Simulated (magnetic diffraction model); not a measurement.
# MnH2S2 below its ordering temperature

Space group P2_12_12_1 (no. 19), a = 5.5360 Å, b = 5.8370 Å, c = 8.7310 Å.

```csv
site,atom,x,y,z
4a,Mn,0.9654,0.2111,0.8699
4a,S,0.8436,0.9378,0.7740
4a,S,0.7979,0.6022,0.4568
4a,H,0.6599,0.9399,0.7289
4a,H,0.7403,0.5955,0.9045
```

This is a made-up structure (elements placed in a structure type, unrelaxed), so the numbers test the method and describe no known phase.

Only Mn is taken to order (form factors of Mn2+); orders and moment sizes are assumed, and not adapted to the symmetry. Radiation: neutrons of λ = 2.0775 Å, 3° to 40°; isotropic B of 0.87 Å² (Mn), 0.87 Å² (S) and 1.4 Å² (H). Simulated constant-wavelength pattern: nuclear and magnetic terms add, the magnetic one as |2.695 fm × Σ f S⊥ exp(2πi Q·r) exp(−B s²)|², summed over all Q at one angle with the factor 1/(sin²θ cos θ). For a modulated order the moment at position r is S exp(−2πi k·r) + c.c., with S = m/2 for a sine wave of amplitude m and S = m(u + iv)/2 for moments turning in a plane, u and v being orthogonal unit vectors in it; the phase factor of the sum at Q = H + k is then exp(2πi H·r). Free-ion form factors, Sears's scattering lengths of 1992, no absorption; a label names one of the reflections at its angle. The strongest nuclear line in the range is 100, and lines under 0.2 are left out.

Above the ordering temperature:

| 2θ (°) | index | I |
| --- | --- | --- |
| 24.72 | (0 1 1) | 9.8 |
| 25.67 | (1 0 1) | 18.1 |
| 27.53 | (0 0 2) | 62.4 |
| 33.08 | (1 1 1) | 61.5 |
| 34.57 | (0 1 2) | 100.0 |
| 35.28 | (1 0 2) | 27.8 |

Below it (cell unchanged):

```csv
2θ (°),I
20.60,228.8
24.72,9.8
25.67,18.1
26.19,648.4
26.62,1.1
27.53,62.4
28.02,2.2
29.22,49.5
30.04,34.2
31.66,18.2
33.08,61.5
33.84,0.4
34.57,100.0
35.28,27.8
35.67,27.0
36.65,13.6
38.02,7.7
38.67,354.2
38.95,3.5
```

**Question.** Find the propagation vector, then choose among these models:
A. a sine wave with moments along [100] (amplitudes given), 4.08 μB on Mn; signs + at (0.9654, 0.2111, 0.8699), + at (0.5346, 0.7889, 0.3699), + at (0.4654, 0.2889, 0.1301), + at (0.0346, 0.7111, 0.6301)
B. a sine wave with moments along [010] (amplitudes given), 4.08 μB on Mn; signs + at (0.9654, 0.2111, 0.8699), + at (0.5346, 0.7889, 0.3699), + at (0.4654, 0.2889, 0.1301), + at (0.0346, 0.7111, 0.6301)
C. a sine wave with moments along [001] (amplitudes given), 4.08 μB on Mn; signs + at (0.9654, 0.2111, 0.8699), + at (0.5346, 0.7889, 0.3699), + at (0.4654, 0.2889, 0.1301), + at (0.0346, 0.7111, 0.6301)
D. moments turning in the plane of [001] and [100], 4.08 μB on Mn; signs + at (0.9654, 0.2111, 0.8699), + at (0.5346, 0.7889, 0.3699), + at (0.4654, 0.2889, 0.1301), + at (0.0346, 0.7111, 0.6301)

The new lines index as (0 3/4 1) at 20.60°, (1 1/4 1) at 26.19°, (1 3/4 0) at 26.62° and (0 1/4 2) at 28.02°, that is as H ± k with k = (0 1/4 0). Satellites come in pairs about each point of the reciprocal lattice.

Magnetic intensity, observed (below minus above) and for each model:

| 2θ (°) | index | observed | A | B | C | D |
| --- | --- | --- | --- | --- | --- | --- |
| 5.10 | (0 1/4 0) | <0.2 | 10988.6 | <0.2 | 10988.6 | 21977.1 |
| 20.60 | (0 3/4 1) | 228.8 | 516.7 | 228.8 | 287.9 | 804.7 |
| 26.19 | (1 1/4 1) | 648.4 | 211.9 | 648.4 | 488.5 | 700.4 |
| 29.22 | (0 5/4 1) | 49.5 | 222.7 | 49.5 | 173.2 | 395.9 |
| 30.04 | (1 3/4 1) | 34.2 | 22.2 | 34.2 | 36.8 | 58.9 |
| 36.29 | (0 7/4 0) | <0.2 | 110.5 | <0.2 | 110.5 | 221.0 |
| 38.67 | (1 3/4 2) | 354.2 | 287.1 | 354.2 | 204.5 | 491.7 |
| 38.95 | (0 7/4 1) | 3.5 | 27.2 | 3.5 | 23.7 | 50.9 |

Model B matches.

The absence at (0 1/4 0) is telling: Q lies along the moments there, so the part normal to Q vanishes.

The structure used: k = (0 1/4 0), a sine wave with moments along [010] (amplitudes given), 4.08 μB on Mn; signs + at (0.9654, 0.2111, 0.8699), + at (0.5346, 0.7889, 0.3699), + at (0.4654, 0.2889, 0.1301), + at (0.0346, 0.7111, 0.6301).

[Logs are printed without paths, hosts, clocks, repeated set-up lines and the standing remarks that a program may print on its own settings, such as how far it seeks lower states.]
